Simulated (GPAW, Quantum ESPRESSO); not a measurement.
**Y L₃ ELNES/XANES of Y (P6_3/mmc) from DFT**

Do two independent programs agree on the Y L₃ edge of Y (P6_3/mmc)? The same cell and functional are run with XSpectra and with GPAW.

Calculated with Quantum ESPRESSO 7.5; core-hole supercells, plane-wave PAW PBE (first program; GPAW 26.7.0 follows as the second).

**1. The starting structure**

It takes space group P6_3/mmc (No. 194, hexagonal). Conventional cell: a = 3.647 Å, b = 3.647 Å, c = 5.731 Å, α = 90.00°, β = 90.00°, γ = 120.00°. Nearest to Y lie 12 Y at 3.56 to 3.65 Å.

**2. Ground state of the crystal (Quantum ESPRESSO)**

A plain self-consistent run shows whether there is a gap, which decides the set-up of the core-hole run.

The PAW data sets are made with ld1.x, with reconstruction data.

The input, scf.in:

```
&control
   calculation='scf', prefix='x', pseudo_dir='../pp', outdir='tmp', tprnfor=.true.
/
&system
   ibrav=0, nat=2, ntyp=2, nbnd=15
   ecutwfc=41, ecutrho=340
   occupations='smearing', smearing='mv', degauss=0.015
/
&electrons
   conv_thr=2.0e-08, electron_maxstep=120
   mixing_beta=0.5
/
ATOMIC_SPECIES
Y3 1.0 Y.pbe-spn-kjpaw.UPF
Y 1.0 Y.pbe-spn-kjpaw.UPF
CELL_PARAMETERS angstrom
  3.64740000 0.00000000 0.00000000
  -1.82370000 3.15874106 0.00000000
  0.00000000 0.00000000 5.73060000
ATOMIC_POSITIONS crystal
Y3   0.66666667 0.33333333 0.75000000
Y    0.33333333 0.66666667 0.25000000
K_POINTS automatic
8 8 5 0 0 0
```

The run is started by

```bash
OMP_NUM_THREADS=1 mpirun --oversubscribe --bind-to none -np 4 pw.x -nk 4 -in scf.in > scf.out
```

Log:

```text
     [... banner and references ...]
using ibrav=0 with symmetry is DISCOURAGED, use correct ibrav instead

     G-vector sticks info
     --------------------

     Using Slab Decomposition

     bravais-lattice index     =            0
     lattice parameter (alat)  =       6.8926  a.u.
     unit-cell volume          =     445.5476 (a.u.)^3
     number of atoms/cell      =            2
     number of atomic types    =            2
     number of electrons       =        22.00
     number of Kohn-Sham states=           15
     kinetic-energy cutoff     =      41.0000  Ry
     charge density cutoff     =     340.0000  Ry
     scf convergence threshold =      2.0E-08
     mixing beta               =       0.5000
     number of iterations used =            8  plain     mixing
     Exchange-correlation= SLA  PW   PBX  PBC
                           (   1   4   3   4   0   0   0)

     celldm(1)=   6.892587  celldm(2)=   0.000000  celldm(3)=   0.000000
     celldm(4)=   0.000000  celldm(5)=   0.000000  celldm(6)=   0.000000

     crystal axes: (cart. coord. in units of alat)
               a(1) = (   1.000000   0.000000   0.000000 )
               a(2) = (  -0.500000   0.866025   0.000000 )
               a(3) = (   0.000000   0.000000   1.571147 )

     reciprocal axes: (cart. coord. in units 2 pi/alat)
               b(1) = (  1.000000  0.577350 -0.000000 )
               b(2) = (  0.000000  1.154701  0.000000 )
               b(3) = (  0.000000 -0.000000  0.636478 )

     ../pp/Y.pbe-spn-kjpaw.UPF
     Pseudo is Projector augmented-wave + core cor, Zval = 11.0
     Shape of augmentation charge: PSQ
     Using radial grid of 1223 points,  6 beta functions with:
                l(1) =   0
                l(2) =   0
                l(3) =   1
                l(4) =   1
                l(5) =   2
[...]
Q(r) pseudized with 0 coefficients

     ../pp/Y.pbe-spn-kjpaw.UPF
     Pseudo is Projector augmented-wave + core cor, Zval = 11.0
     Shape of augmentation charge: PSQ
     Using radial grid of 1223 points,  6 beta functions with:
[...]
l(4) =   1
                l(5) =   2
                l(6) =   2
     Q(r) pseudized with 0 coefficients

     atomic species   valence    mass     pseudopotential
     Y3               11.00     1.00000     Y ( 1.00)
     Y                11.00     1.00000     Y ( 1.00)

     12 Sym. Ops. (no inversion) found ( 6 have fractional translation)

   Cartesian axes

     site n.     atom                  positions (alat units)
         1        Y3     tau(   1) = (   0.5000000   0.2886751   1.1783599  )
         2        Y      tau(   2) = (  -0.0000000   0.5773503   0.3927866  )

     number of k points=    30  Marzari-Vanderbilt smearing, width (Ry)=  0.0150
                       cart. coord. in units 2pi/alat
        k(    1) = (   0.0000000   0.0000000   0.0000000), wk =   0.0062500
        k(    2) = (   0.0000000   0.0000000   0.1272956), wk =   0.0125000
        k(    3) = (   0.0000000   0.0000000   0.2545911), wk =   0.0125000
        k(    4) = (   0.0000000   0.1443376   0.0000000), wk =   0.0375000
        k(    5) = (   0.0000000   0.1443376   0.1272956), wk =   0.0750000
[...]
k(   28) = (   0.2500000   0.5773503   0.0000000), wk =   0.0375000
        k(   29) = (   0.2500000   0.5773503   0.1272956), wk =   0.0750000
        k(   30) = (   0.2500000   0.5773503   0.2545911), wk =   0.0750000

     Dense  grid:    47205 G-vectors     FFT dimensions: (  45,  45,  64)

     Smooth grid:    15759 G-vectors     FFT dimensions: (  30,  30,  48)

     Initial potential from superposition of free atoms

     starting charge      21.9918, renormalised to      22.0000
     Starting wfcs are   26 randomized atomic wfcs
     Checking if some PAW data can be deallocated...

     per-process dynamical memory:    68.1 Mb

[...]
total energy              =    -565.20174915 Ry
     estimated scf accuracy    <       0.00020136 Ry

     iteration #  4     ecut=    41.00 Ry     beta= 0.50
     Davidson diagonalization with overlap
     ethr =  9.15E-07,  avg # of iterations =  3.7

     total energy              =    -565.20172908 Ry
     estimated scf accuracy    <       0.00072601 Ry

     iteration #  5     ecut=    41.00 Ry     beta= 0.50
     Davidson diagonalization with overlap
     ethr =  9.15E-07,  avg # of iterations =  3.1

     total energy              =    -565.20180761 Ry
     estimated scf accuracy    <       0.00000135 Ry

     iteration #  6     ecut=    41.00 Ry     beta= 0.50
     Davidson diagonalization with overlap
     ethr =  6.15E-09,  avg # of iterations =  4.5

     total energy              =    -565.20180874 Ry
     estimated scf accuracy    <       0.00000076 Ry

     iteration #  7     ecut=    41.00 Ry     beta= 0.50
     Davidson diagonalization with overlap
     ethr =  3.44E-09,  avg # of iterations =  2.5

     total energy              =    -565.20180886 Ry
     estimated scf accuracy    <       0.00000009 Ry

     iteration #  8     ecut=    41.00 Ry     beta= 0.50
     Davidson diagonalization with overlap
     ethr =  4.29E-10,  avg # of iterations =  3.4

     total energy              =    -565.20180884 Ry
     estimated scf accuracy    <       0.00000012 Ry

     iteration #  9     ecut=    41.00 Ry     beta= 0.50
     Davidson diagonalization with overlap
     ethr =  4.29E-10,  avg # of iterations =  2.3

     End of self-consistent calculation

          k = 0.0000 0.0000 0.0000 (  1937 PWs)   bands (ev):

   -33.2135 -33.1420 -13.4944 -13.0278 -13.0278 -12.9406 -12.9406 -12.9093
     4.8175   7.6204  10.3142  11.2118  11.2118  11.4995  11.8107

          k = 0.0000 0.0000 0.1273 (  1954 PWs)   bands (ev):

   -33.2068 -33.1489 -13.4413 -13.0195 -13.0195 -12.9682 -12.9490 -12.9490
     5.0735   7.4123  10.1444  11.0982  11.0982  11.2540  11.6084

          k = 0.0000 0.0000 0.2546 (  1954 PWs)   bands (ev):

   -33.1890 -33.1668 -13.2997 -13.1192 -12.9978 -12.9978 -12.9709 -12.9709
     5.7759   6.7010  10.1949  10.6880  11.0628  11.0628  11.2617

          k = 0.0000 0.1443 0.0000 (  1952 PWs)   bands (ev):

   -33.2062 -33.1393 -13.4675 -13.0816 -13.0459 -12.9968 -12.9477 -12.9220
     5.1411   7.9203  10.0022  10.5897  11.4705  11.5177  11.8773

          k = 0.0000 0.1443 0.1273 (  1958 PWs)   bands (ev):

   -33.1998 -33.1458 -13.4220 -13.0699 -13.0366 -13.0328 -12.9572 -12.9478
     5.3860   7.7113   9.8192  10.6250  11.2494  11.3305  11.4529

[...]
k = 0.0000-0.5774 0.0000 (  1968 PWs)   bands (ev):

[...]
k = 0.0000-0.5774 0.1273 (  1976 PWs)   bands (ev):

[...]
k = 0.0000-0.5774 0.2546 (  1986 PWs)   bands (ev):

[...]
k = 0.2500 0.5774 0.0000 (  1989 PWs)   bands (ev):

   -33.1446 -33.1349 -13.3443 -13.2484 -13.2294 -13.1876 -13.1122 -13.1086
     8.5025   8.7628   8.9075   9.0137  10.5306  10.6296  11.6997

          k = 0.2500 0.5774 0.1273 (  1980 PWs)   bands (ev):

   -33.1437 -33.1357 -13.3596 -13.3046 -13.2666 -13.1384 -13.1057 -13.0527
     8.4564   8.9098   9.0073   9.0877  10.3764  10.3792  11.7118

          k = 0.2500 0.5774 0.2546 (  1972 PWs)   bands (ev):

   -33.1412 -33.1382 -13.3891 -13.3715 -13.2382 -13.1847 -13.0294 -13.0103
     8.5360   8.7430   9.4261   9.4349   9.9518   9.9850  11.9182

     the Fermi energy is     9.4680 ev

!    total energy              =    -565.20180886 Ry
     total all-electron energy =    -13541.448358 Ry
     estimated scf accuracy    <          5.5E-10 Ry
     smearing contrib. (-TS)   =      -0.00161720 Ry
     internal energy E=F+TS    =    -565.20019166 Ry

     The total energy is F=E-TS. E is the sum of the following terms:
     one-electron contribution =     -38.79396335 Ry
     hartree contribution      =      26.46610724 Ry
     xc contribution           =     -35.66966511 Ry
     ewald contribution        =    -115.27153382 Ry
     one-center paw contrib.   =    -401.93113661 Ry

     convergence has been achieved in   9 iterations

     Forces acting on atoms (cartesian axes, Ry/au):

     atom    1 type  1   force =     0.00000000    0.00000000    0.00000000
     atom    2 type  2   force =     0.00000000    0.00000000    0.00000000

     Total force =     0.000000     Total SCF correction =     0.000000

     XML data file, charge density, pseudopotentials, collected wavefunctions

=------------------------------------------------------------------------------=
   JOB DONE.
=------------------------------------------------------------------------------=
```

Run time: 6 s. Hardware: 4 MPI ranks of Intel Xeon 6975P-C (Granite Rapids), shared host; peak memory 0.11 GiB.

Absorbing atoms carry a label of their own (element plus a letter or digit), as the spectrum program needs them as separate species.

The mesh shows no gap, so the system is treated as a metal and the core electron is put at the Fermi level (neutral cell).

**3. Spectrum without a core hole, Y atom 1 (Quantum ESPRESSO)**

Without a hole the spectrum is the empty density of states of the right symmetry on the absorber, weighted by matrix elements. It needs only the small cell and serves as the baseline.

The absorber has 6 Y at 3.56 Å and 6 Y at 3.65 Å (anticuboctahedral, as in hcp, site symmetry -6m2).

The input, xspectra.in:

```
&input_xspectra
   calculation='xanes_dipole', edge='L3'
   prefix='x', outdir='tmp', xiabs=1, xe0=9.468
   xonly_plot=.false., x_save_file='xanes.sav'
   xniter=3000, xcheck_conv=20, xerror=0.005
   xcoordcrys=.false., xepsilon(1)=1, xepsilon(2)=0, xepsilon(3)=0
/
&plot
   xnepoint=413, xemin=-10, xemax=45, terminator=.true., cut_occ_states=.true.
   xgamma=0.4
/
&pseudos
   filecore='../Y.wfc'
/
&cut_occ
   cut_desmooth=0.1, cut_stepl=0.05, cut_stepu=0.05, cut_ierror=1e-5
/
7 7 4 0 0 0
```

The run is started by

```bash
OMP_NUM_THREADS=1 mpirun --oversubscribe --bind-to none -np 4 xspectra.x -nk 4 -in xspectra.in > xspectra.out
```

Log:

```text
     [... banner and references ...]
Reading input_file

     calculation: xanes_dipole

     xepsilon  [cartesian coordinates]:   1.000000   0.000000   0.000000

     xonly_plot: FALSE
        => complete calculation: Lanczos + spectrum plot

     filecore (core-wavefunction file): ../Y.wfc

     main plot parameters:
        cut_occ_states: TRUE
        gamma_mode:  constant
        -> using xgamma [eV]:  0.40
        xemin [eV]: -10.00
        xemax [eV]:  45.00
        xnepoint:  413
        xe0 [eV]:   9.468000 (energy zero read in input file)

[...]
Results of STEP 1 successfully written in x_save_file
     x_save_file name:
     ->  xanes.sav
     x_save_file version:  2

     ... End STEP 1 ...

     ... Begin STEP 2 ...

     The spectrum is calculated using the following parameters:
        xe0 [eV]:    9.4680
        the occupied states are elimintate from the spectrum
        xemin [eV]: -10.00
        xemax [eV]:  45.00
        xnepoint:  413
        constant broadening parameter [eV]:    0.400
        Core level energy [eV]:  -2080.
         (from electron binding energy of neutral atoms in X-ray data booklet)

     Cross-section successfully written in xanes.dat

     ... End STEP 2 ...

                                END JOB XSpectra
```

Run time: 55 s. Hardware: 4 MPI ranks; peak memory 0.1 GiB; 3.7 min of CPU time.

The core hole lives too briefly for so narrow a line (tabulated full width 1.5 eV). The run keeps xgamma small, and the tables are broadened afterwards: Lorentzian half width 0.75 eV up to 4 eV, rising linearly to 1.75 eV at 25 eV (not a setting of the program: the run's 0.4 eV curve was folded afterwards with a further Lorentzian).

The Y L₃ spectrum, Y atom 1, no core hole (energy from the energy zero of the input (xe0, at the border of filled and empty states); intensity scaled to a mean of 1 over the first 20 eV; folded afterwards to Lorentzian half width 0.75 eV up to 4 eV, rising linearly to 1.75 eV at 25 eV; the points at xe0, where the cut of filled states can leave a spike, are interpolated; polarised curves are means over the symmetry-equivalent atoms):

| E (eV) | isotropic | ε ⊥ c | ε ∥ c |
| --- | --- | --- | --- |
| -2.0 | 0.16 | 0.16 | 0.15 |
| -1.4 | 0.21 | 0.22 | 0.21 |
| -0.8 | 0.32 | 0.32 | 0.31 |
| -0.2 | 0.54 | 0.55 | 0.52 |
| 0.4 | 0.83 | 0.83 | 0.83 |
| 1.0 | 1.15 | 1.13 | 1.20 |
| 1.6 | 1.41 | 1.40 | 1.42 |
| 2.2 | 1.44 | 1.47 | 1.39 |
| 2.8 | 1.41 | 1.43 | 1.37 |
| 3.4 | 1.53 | 1.54 | 1.50 |
| 4.0 | 1.82 | 1.82 | 1.82 |
| 4.6 | 2.14 | 2.14 | 2.14 |
| 5.2 | 2.05 | 2.04 | 2.06 |
| 5.8 | 1.58 | 1.57 | 1.61 |
| 6.4 | 1.18 | 1.18 | 1.19 |
| 7.0 | 1.00 | 1.00 | 0.99 |
| 7.6 | 0.96 | 0.96 | 0.95 |
| 8.2 | 0.90 | 0.90 | 0.92 |
| 8.8 | 0.87 | 0.86 | 0.88 |
| 9.4 | 0.87 | 0.87 | 0.86 |
| 10.0 | 0.89 | 0.90 | 0.87 |
| 10.6 | 0.90 | 0.92 | 0.87 |
| 11.2 | 0.87 | 0.88 | 0.86 |
| 11.8 | 0.80 | 0.79 | 0.81 |
| 12.4 | 0.73 | 0.72 | 0.76 |
| 13.0 | 0.66 | 0.65 | 0.68 |
| 13.6 | 0.61 | 0.60 | 0.62 |
| 14.2 | 0.59 | 0.59 | 0.59 |
| 14.8 | 0.59 | 0.59 | 0.60 |
| 15.4 | 0.61 | 0.61 | 0.62 |
| 16.0 | 0.65 | 0.64 | 0.65 |
| 16.6 | 0.68 | 0.69 | 0.68 |
| 17.2 | 0.71 | 0.71 | 0.69 |
| 17.8 | 0.71 | 0.72 | 0.69 |
| 18.4 | 0.69 | 0.71 | 0.67 |
| 19.0 | 0.67 | 0.68 | 0.65 |
| 19.6 | 0.65 | 0.65 | 0.65 |
| 20.2 | 0.64 | 0.63 | 0.65 |
| 20.8 | 0.63 | 0.62 | 0.66 |
| 21.4 | 0.63 | 0.62 | 0.65 |
| 22.0 | 0.62 | 0.61 | 0.64 |
| 22.6 | 0.60 | 0.60 | 0.61 |
| 23.2 | 0.58 | 0.58 | 0.57 |
| 23.8 | 0.55 | 0.55 | 0.54 |
| 24.4 | 0.53 | 0.54 | 0.51 |
| 25.0 | 0.52 | 0.53 | 0.50 |
| 25.6 | 0.51 | 0.52 | 0.50 |
| 26.2 | 0.52 | 0.52 | 0.51 |
| 26.8 | 0.52 | 0.52 | 0.52 |
| 27.4 | 0.53 | 0.52 | 0.53 |
| 28.0 | 0.53 | 0.53 | 0.54 |
| 28.6 | 0.53 | 0.53 | 0.55 |
| 29.2 | 0.54 | 0.54 | 0.55 |
| 29.8 | 0.54 | 0.54 | 0.54 |
| 30.4 | 0.55 | 0.55 | 0.54 |
| 31.0 | 0.55 | 0.56 | 0.54 |
| 31.6 | 0.55 | 0.56 | 0.54 |

Main maxima below 30 eV (height): 2.0 eV (1.45), 4.8 eV (2.18) and 17.6 eV (0.71). At an L edge the dipole rule selects empty d (and weakly s) states on the absorber, and the strong line at the onset measures the empty part of its d band.

**4. Reference energy of the supercell (Quantum ESPRESSO)**

The photon energy needs a difference of total energies, so the cell and mesh of the coming hole run are first run without a hole.

The input, scf.in:

```
&control
   calculation='scf', prefix='x', pseudo_dir='../pp', outdir='tmp', tprnfor=.true.
/
&system
   ibrav=0, nat=8, ntyp=1, nbnd=54
   ecutwfc=41, ecutrho=340
   occupations='smearing', smearing='mv', degauss=0.015
/
&electrons
   conv_thr=8.0e-08, electron_maxstep=120
   mixing_beta=0.5
/
ATOMIC_SPECIES
Y 1.0 Y.pbe-spn-kjpaw.UPF
CELL_PARAMETERS angstrom
  -1.82370000 -3.15874106 -5.73060000
  1.82370000 3.15874106 -5.73060000
  7.29480000 0.00000000 0.00000000
ATOMIC_POSITIONS crystal
Y    0.45833333 0.79166667 0.16666667
Y    0.95833333 0.29166667 0.16666667
Y    0.45833333 0.79166667 0.66666667
Y    0.95833333 0.29166667 0.66666667
Y    0.54166667 0.20833333 0.83333333
Y    0.04166667 0.70833333 0.83333333
Y    0.54166667 0.20833333 0.33333333
Y    0.04166667 0.70833333 0.33333333
K_POINTS automatic
5 5 5 0 0 0
```

The run is started by

```bash
OMP_NUM_THREADS=1 mpirun --oversubscribe --bind-to none -np 4 pw.x -nk 4 -in scf.in > scf.out
```

Log:

```text
     [... banner and references ...]
[banner, memory and clock lines left out]
Found identity + ( -0.5000  0.5000  0.0000) symmetry
     This is a supercell, fractional translations are disabled
     using ibrav=0 with symmetry is DISCOURAGED, use correct ibrav instead

     G-vector sticks info

     bravais-lattice index     =            0
     lattice parameter (alat)  =      12.8367  a.u.
     unit-cell volume          =    1782.1904 (a.u.)^3
[...]
atom    3 type  1   force =     0.00008267   -0.00004773    0.00002054
[...]
atom    7 type  1   force =    -0.00008267    0.00004773   -0.00002054
     atom    8 type  1   force =    -0.00006010    0.00003470    0.00001353

     Total force =     0.000275     Total SCF correction =     0.000098
     SCF correction compared to forces is large: reduce conv_thr to get better values

     XML data file, charge density, pseudopotentials, collected wavefunctions
[key lines of the parts left out:]
!    total energy              =   -2260.80916916 Ry
the Fermi energy is     9.4644 ev
convergence has been achieved in   9 iterations
```

Run time: 75 s. Hardware: 4 MPI ranks; peak memory 0.36 GiB; 5 min of CPU time.

Reference energy: -736963.189 eV with the cores included.

(Part 1 of 5 ends here.)

[Banner, clock and machine lines of the logs are left out without a mark of their own.]

[Logs are printed without paths, hosts, clocks, repeated set-up lines and the standing remarks that a program may print on its own settings, such as how far it seeks lower states.]

[Hosts, paths, dates, database ids (printed as entryN), source tags and the programs' standing remarks are cut or masked in the printed files.]

[Lists of maxima count a maximum above −3 eV only where it reaches 4 % of the highest in the window and stands out from its surroundings by 2 % of it (1.5 % where it reaches 55 %); shoulders and weaker maxima are passed over, and of the rest the first, up to two pre-edge ones and the few strongest are named.]
